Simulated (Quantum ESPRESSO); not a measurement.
# MnSi: parallel and opposed starts, part 2 of 3

A self-consistent run ends on one state, which hangs on the start. Several orders of MnSi are started in Quantum ESPRESSO and their energies compared.

Quantum ESPRESSO 7.5; PBEsol; plane waves with GBRV 1.5 PBEsol potentials, no spin-orbit coupling.

So far, largest spin moment in the atom's sphere (μB): step 2 (run 1, typed as ferro ++++) 0.978.

The database entry behind the starting cell differs from later determinations by our own check (0.1 to 0.3 % short, probably kX units), so it need not match the best structure at ambient conditions.

### Step 3. Run 2, typed as antiferro ++−−

Contents of pw.in:

```
&CONTROL
  calculation = 'scf'
  prefix = 'pwscf'
  outdir = './tmp'
  pseudo_dir = './pseudo'
  disk_io = 'nowf'
/
&SYSTEM
  ibrav = 0
  celldm(1) = 8
  nat = 8
  ntyp = 3
  ecutwfc = 40
  ecutrho = 280
  nbnd = 50
  occupations = 'smearing'
  smearing = 'fd'
  degauss = 0.00734986
  nspin = 2
  starting_magnetization(1) = 0.2333
  starting_magnetization(2) = -0.2333
  starting_magnetization(3) = 0
/
&ELECTRONS
  conv_thr = 1.6d-08
  electron_maxstep = 150
  mixing_beta = 0.3
/
ATOMIC_SPECIES
Mn1    54.9380 mn_pbesol_v1.5.uspp.F.UPF
Mn2    54.9380 mn_pbesol_v1.5.uspp.F.UPF
Si     28.0850 si_pbesol_v1.uspp.F.UPF
CELL_PARAMETERS alat
   1.0743093018498    0.0000000000000    0.0000000000000
   0.0000000000000    1.0743093018498    0.0000000000000
   0.0000000000000    0.0000000000000    1.0743093018498
ATOMIC_POSITIONS crystal
Mn1     0.1380000000    0.1380000000    0.1380000000
Mn1     0.3620000000    0.8620000000    0.6380000000
Mn2     0.6380000000    0.3620000000    0.8620000000
Mn2     0.8620000000    0.6380000000    0.3620000000
Si      0.8460000000    0.8460000000    0.8460000000
Si      0.6540000000    0.1540000000    0.3460000000
Si      0.3460000000    0.6540000000    0.1540000000
Si      0.1540000000    0.3460000000    0.6540000000
K_POINTS automatic
6 6 6 0 0 0
```

Started as:

```
$ OMP_NUM_THREADS=1 mpirun -n 4 pw.x -nk 4 -in pw.in > pw.out
```

The program printed:

```text
[banner, memory and clock lines left out]
Program PWSCF v.7.5 starts

     Message from routine setup:
     using ibrav=0 with symmetry is DISCOURAGED, use correct ibrav instead

     bravais-lattice index     =            0
     lattice parameter (alat)  =       8.0000  a.u.
     unit-cell volume          =     634.8308 (a.u.)^3
     number of atoms/cell      =            8
     number of atomic types    =            3
     number of electrons       =        76.00
     number of Kohn-Sham states=           50
     kinetic-energy cutoff     =      40.0000  Ry
     charge density cutoff     =     280.0000  Ry
     scf convergence threshold =      1.6E-08
     mixing beta               =       0.3000
     number of iterations used =            8  plain     mixing
     Exchange-correlation= SLA  PW   PSX  PSC
                           (   1   4  10   8   0   0   0)

     celldm(1)=   8.000000  celldm(2)=   0.000000  celldm(3)=   0.000000
     celldm(4)=   0.000000  celldm(5)=   0.000000  celldm(6)=   0.000000

     crystal axes: (cart. coord. in units of alat)
               a(1) = (   1.074309   0.000000   0.000000 )
               a(2) = (   0.000000   1.074309   0.000000 )
               a(3) = (   0.000000   0.000000   1.074309 )

     reciprocal axes: (cart. coord. in units 2 pi/alat)
               b(1) = (  0.930831  0.000000  0.000000 )
               b(2) = (  0.000000  0.930831  0.000000 )
               b(3) = (  0.000000  0.000000  0.930831 )

     PseudoPot. # 1 for Mn read from file:
     mn_pbesol_v1.5.uspp.F.UPF
     Pseudo is Ultrasoft + core correction, Zval = 15.0

     PseudoPot. # 2 for Mn read from file:
     mn_pbesol_v1.5.uspp.F.UPF
     Pseudo is Ultrasoft + core correction, Zval = 15.0

     PseudoPot. # 3 for Si read from file:
     si_pbesol_v1.uspp.F.UPF
     Pseudo is Ultrasoft + core correction, Zval =  4.0

     atomic species   valence    mass     pseudopotential
     Mn1              15.00    54.93800     Mn( 1.00)
     Mn2              15.00    54.93800     Mn( 1.00)
     Si                4.00    28.08500     Si( 1.00)

     Starting magnetic structure
     atomic species   magnetization
     Mn1             0.233
     Mn2            -0.233
     Si              0.000

      2 Sym. Ops. (no inversion) found ( 1 have fractional translation)

   Cartesian axes

     site n.     atom                  positions (alat units)
         1        Mn1    tau(   1) = (   0.1482547   0.1482547   0.1482547  )
         2        Mn1    tau(   2) = (   0.3889000   0.9260546   0.6854093  )
         3        Mn2    tau(   3) = (   0.6854093   0.3889000   0.9260546  )
         4        Mn2    tau(   4) = (   0.9260546   0.6854093   0.3889000  )
         5        Si     tau(   5) = (   0.9088657   0.9088657   0.9088657  )
         6        Si     tau(   6) = (   0.7025983   0.1654436   0.3717110  )
         7        Si     tau(   7) = (   0.3717110   0.7025983   0.1654436  )
         8        Si     tau(   8) = (   0.1654436   0.3717110   0.7025983  )

     number of k points=    80  Fermi-Dirac smearing, width (Ry)=  0.0073
                       cart. coord. in units 2pi/alat
        k(    1) = (   0.0000000   0.0000000   0.0000000), wk =   0.0046296
        k(    2) = (   0.0000000   0.0000000   0.1551384), wk =   0.0092593
        k(    3) = (   0.0000000   0.0000000   0.3102769), wk =   0.0092593
        k(    4) = (   0.0000000   0.0000000  -0.4654153), wk =   0.0046296
        k(    5) = (   0.0000000   0.1551384   0.1551384), wk =   0.0185185
        [... 75 further k-points ...]

     Dense  grid:    50181 G-vectors     FFT dimensions: (  48,  45,  48)

     Smooth grid:    21823 G-vectors     FFT dimensions: (  36,  36,  36)

     Check: negative core charge=   -0.000040
     Generating pointlists ...
     new r_m :   0.2241 (alat units)  1.7930 (a.u.) for type    1
     new r_m :   0.2241 (alat units)  1.7930 (a.u.) for type    2
     new r_m :   0.2241 (alat units)  1.7930 (a.u.) for type    3

     Initial potential from superposition of free atoms

     starting charge      73.9971, renormalised to      76.0000
     Starting wfcs are   68 randomized atomic wfcs

     Self-consistent Calculation

     iteration #  1     ecut=    40.00 Ry     beta= 0.30
     Davidson diagonalization with overlap
     ethr =  1.00E-02,  avg # of iterations =  2.9

     total energy              =    -880.89141891 Ry
     estimated scf accuracy    <       7.06782275 Ry

     total magnetization       =     0.01 Bohr mag/cell
     absolute magnetization    =     7.30 Bohr mag/cell

     iteration #  2     ecut=    40.00 Ry     beta= 0.30
     Davidson diagonalization with overlap
     ethr =  9.30E-03,  avg # of iterations =  3.2

     total energy              =    -882.40298972 Ry
     estimated scf accuracy    <       2.79310980 Ry

     total magnetization       =    -0.00 Bohr mag/cell
     absolute magnetization    =     8.83 Bohr mag/cell

     [... further iterations left out ...]

     iteration # 27     ecut=    40.00 Ry     beta= 0.30
     Davidson diagonalization with overlap
     ethr =  4.28E-11,  avg # of iterations =  4.8

     total energy              =    -882.86806748 Ry
     estimated scf accuracy    <       0.00000002 Ry

     total magnetization       =     0.00 Bohr mag/cell
     absolute magnetization    =     1.73 Bohr mag/cell

     iteration # 28     ecut=    40.00 Ry     beta= 0.30
     Davidson diagonalization with overlap
     ethr =  2.58E-11,  avg # of iterations =  5.6

     Magnetic moment per site  (integrated on atomic sphere of radius R)
     atom   1 (R=0.224)  charge= 12.9871  magn=  0.3796
     atom   2 (R=0.224)  charge= 12.9871  magn=  0.3796
     atom   3 (R=0.224)  charge= 12.9870  magn= -0.3790
     atom   4 (R=0.224)  charge= 12.9870  magn= -0.3790
     atom   5 (R=0.224)  charge=  1.7409  magn=  0.0005
     atom   6 (R=0.224)  charge=  1.7409  magn=  0.0005
     atom   7 (R=0.224)  charge=  1.7406  magn= -0.0005
     atom   8 (R=0.224)  charge=  1.7406  magn= -0.0005

     End of self-consistent calculation

     Number of k-points >= 100: set verbosity='high' to print the bands.

     the Fermi energy is    15.4332 ev

!    total energy              =    -882.86806816 Ry
     estimated scf accuracy    <          5.0E-09 Ry
     smearing contrib. (-TS)   =      -0.02216222 Ry
     internal energy E=F+TS    =    -882.84590594 Ry

     The total energy is F=E-TS. E is the sum of the following terms:
     one-electron contribution =    -461.10696988 Ry
     hartree contribution      =     271.33004263 Ry
     xc contribution           =    -122.83764432 Ry
     ewald contribution        =    -570.23133436 Ry

     total magnetization       =     0.00 Bohr mag/cell
     absolute magnetization    =     1.72 Bohr mag/cell

     convergence has been achieved in  28 iterations
```

Elapsed: 5.5 min, on 4 MPI ranks of Arm Neoverse V1, shared host; peak memory 0.81 GiB.

Spin moment in the atom's sphere by atom:

```
atom  spin moment in the atom's sphere (μB)
 Mn1                                  0.380
 Mn2                                  0.380
 Mn3                                 -0.379
 Mn4                                 -0.379
 Si5                                  0.001
 Si6                                  0.001
 Si7                                 -0.001
 Si8                                 -0.001
```

This step gave:

```
smearing term TS       : 0.3015 eV
magnetization          : 0 μB
absolute magnetization : 1.717 μB
final state            : antiferromagnetic
```

Spin density in the ac plane at fractional y = 0.138, with atoms of Mn and Si within 0.2 Å of it.

Ten even steps from '0' (-0.01 e/Å³) to '9' (0.59 e/Å³), each cell a mean:
```
00000000000000
00000000000000
00000000000000
00000000000000
00000000000000
00000000000000
00000000000000
00000000000000
00000000000000
01100000000000
14620000000000
27941000000000
16930000000000
02410000000000
```
Columns run along a (4.5 Å), rows up along c (4.5 Å). Atoms in or near the plane, at fractional coordinates: Mn at (0.14, 0.14), Si at (0.65, 0.35).

Valence density in the ac plane at fractional y = 0.138, with atoms of Mn and Si within 0.2 Å of it. It is the smooth field of the valence electrons, not physical close to the nuclei.

Ten steps, logarithmic in the rise over the least value, from '0' (0 e/Å³) to '9' (16 e/Å³), each cell a mean:
```
22321000111111
11111001121111
11111111111111
11121111111100
11122111111000
01121111111000
01111112211100
01111112000110
11211111140111
34532111130121
58973111101222
79995211111113
79984111111112
47752100111112
```
Columns run along a (4.5 Å), rows up along c (4.5 Å). Atoms in or near the plane, at fractional coordinates: Mn at (0.14, 0.14), Si at (0.65, 0.35).

### Step 4. Run 3, typed as ferri +++−

Changes to pw.in since step 3:

```diff
@@ -14,3 +14,3 @@
   ecutrho = 280
-  nbnd = 50
+  nbnd = 54
   occupations = 'smearing'
@@ -39,3 +39,3 @@
 Mn1     0.3620000000    0.8620000000    0.6380000000
-Mn2     0.6380000000    0.3620000000    0.8620000000
+Mn1     0.6380000000    0.3620000000    0.8620000000
 Mn2     0.8620000000    0.6380000000    0.3620000000
```

The program printed:

```text
     [... lines left out ...]
Program PWSCF v.7.5 starts
     [... lines left out ...]
     number of atoms/cell      =            8
     [... lines left out ...]
     number of electrons       =        76.00
     number of Kohn-Sham states=           54
     kinetic-energy cutoff     =      40.0000  Ry
     charge density cutoff     =     280.0000  Ry
     scf convergence threshold =      1.6E-08
     [... lines left out ...]
      3 Sym. Ops. (no inversion) found ( 2 have fractional translation)
     [... lines left out ...]
     number of k points=    40  Fermi-Dirac smearing, width (Ry)=  0.0073
     [... lines left out ...]
     iteration # 25     ecut=    40.00 Ry     beta= 0.30
     [... lines left out ...]
     Magnetic moment per site  (integrated on atomic sphere of radius R)
     atom   1 (R=0.224)  charge= 12.9864  magn=  0.9783
     atom   2 (R=0.224)  charge= 12.9864  magn=  0.9783
     atom   3 (R=0.224)  charge= 12.9864  magn=  0.9783
     atom   4 (R=0.224)  charge= 12.9864  magn=  0.9787
     atom   5 (R=0.224)  charge=  1.7425  magn= -0.0414
     atom   6 (R=0.224)  charge=  1.7425  magn= -0.0414
     atom   7 (R=0.224)  charge=  1.7425  magn= -0.0414
     atom   8 (R=0.224)  charge=  1.7425  magn= -0.0414
     [... lines left out ...]
     the Fermi energy is    15.5124 ev
!    total energy              =    -882.87873362 Ry
     estimated scf accuracy    <          1.6E-09 Ry
     smearing contrib. (-TS)   =      -0.01481931 Ry
     [... lines left out ...]
     total magnetization       =     3.84 Bohr mag/cell
     absolute magnetization    =     4.47 Bohr mag/cell
     convergence has been achieved in  25 iterations
```

The job ended after 2.6 min (4 MPI ranks; peak memory 0.67 GiB).

Spin moment in the atom's sphere by atom:

| atom | spin moment in the atom's sphere (μB) |
| --- | --- |
| Mn1 | 0.978 |
| Mn2 | 0.978 |
| Mn3 | 0.978 |
| Mn4 | 0.979 |
| Si5 | -0.041 |
| Si6 | -0.041 |
| Si7 | -0.041 |
| Si8 | -0.041 |

Numbers from this step:

```
smearing term TS       : 0.2016 eV
magnetization          : 3.841 μB
absolute magnetization : 4.475 μB
final state            : ferromagnetic
```

The typed signs were not kept.

### Step 5. Energies of the orders

An order is kept where moments of 0.15 μB or more survive with the typed signs; meshes match where a doubled cell samples the same k points as the first cell.

Orders:

```
         start        final state  typed order kept  energy over the lowest (meV a seeded atom)  largest site moment (μB)  net moment (μB a cell of the first run)  mesh matched  CPU time (s)
    ferro ++++      ferromagnetic               yes                                           0                    0.9781                                     3.84           yes         326.3
antiferro ++--  antiferromagnetic               yes                                       36.28                    0.3796                                 0.001263           yes          1327
    ferri +++-      ferromagnetic                no                                           0                    0.9787                                    3.841           yes         623.1
```

### Step 6. The lowest state again, with its states saved

Changes to pw.in since step 4:

```diff
@@ -5,3 +5,3 @@
   pseudo_dir = './pseudo'
-  disk_io = 'nowf'
+  disk_io = 'low'
 /
@@ -14,3 +14,3 @@
   ecutrho = 280
-  nbnd = 54
+  nbnd = 58
   occupations = 'smearing'
```

The program printed:

```text
     [... lines left out ...]
Program PWSCF v.7.5 starts
     [... lines left out ...]
     number of atoms/cell      =            8
     [... lines left out ...]
     number of electrons       =        76.00
     number of Kohn-Sham states=           58
     kinetic-energy cutoff     =      40.0000  Ry
     charge density cutoff     =     280.0000  Ry
     scf convergence threshold =      1.6E-08
     [... lines left out ...]
      3 Sym. Ops. (no inversion) found ( 2 have fractional translation)
     [... lines left out ...]
     number of k points=    40  Fermi-Dirac smearing, width (Ry)=  0.0073
     [... lines left out ...]
     iteration # 26     ecut=    40.00 Ry     beta= 0.30
     [... lines left out ...]
     Magnetic moment per site  (integrated on atomic sphere of radius R)
     atom   1 (R=0.224)  charge= 12.9864  magn=  0.9784
     atom   2 (R=0.224)  charge= 12.9864  magn=  0.9784
     atom   3 (R=0.224)  charge= 12.9864  magn=  0.9784
     atom   4 (R=0.224)  charge= 12.9864  magn=  0.9783
     atom   5 (R=0.224)  charge=  1.7425  magn= -0.0414
     atom   6 (R=0.224)  charge=  1.7425  magn= -0.0414
     atom   7 (R=0.224)  charge=  1.7425  magn= -0.0414
     atom   8 (R=0.224)  charge=  1.7425  magn= -0.0414
     [... lines left out ...]
     the Fermi energy is    15.5124 ev
!    total energy              =    -882.87873362 Ry
     estimated scf accuracy    <          1.9E-09 Ry
     smearing contrib. (-TS)   =      -0.01481990 Ry
     [... lines left out ...]
     total magnetization       =     3.84 Bohr mag/cell
     absolute magnetization    =     4.47 Bohr mag/cell
     convergence has been achieved in  26 iterations
```

Wall time 2.8 min (4 MPI ranks); peak memory 0.68 GiB; 11 min of CPU time.

This step gave:

```yaml
smearing_term_ts: 0.2016 eV
magnetization: 3.841 μB
absolute_magnetization: 4.474 μB
final_state: ferromagnetic
largest_moment: 0.9784 μB
```

The typed signs were not kept.

(Part 2 of 3 ends here.)

[Logs and program files are shortened in this print: banners, set-up blocks, solver, clock and traceback lines can be left out without a mark of their own.]

[Logs are printed without paths, hosts, clocks, repeated set-up lines and the standing remarks that a program may print on its own settings, such as how far it seeks lower states.]

[Hosts, paths, dates, database ids (printed as entryN), source tags and the programs' standing remarks are cut or masked in the printed files.]

[Where a cell is said to come from a database of computed structures, the database is the Materials Project.]
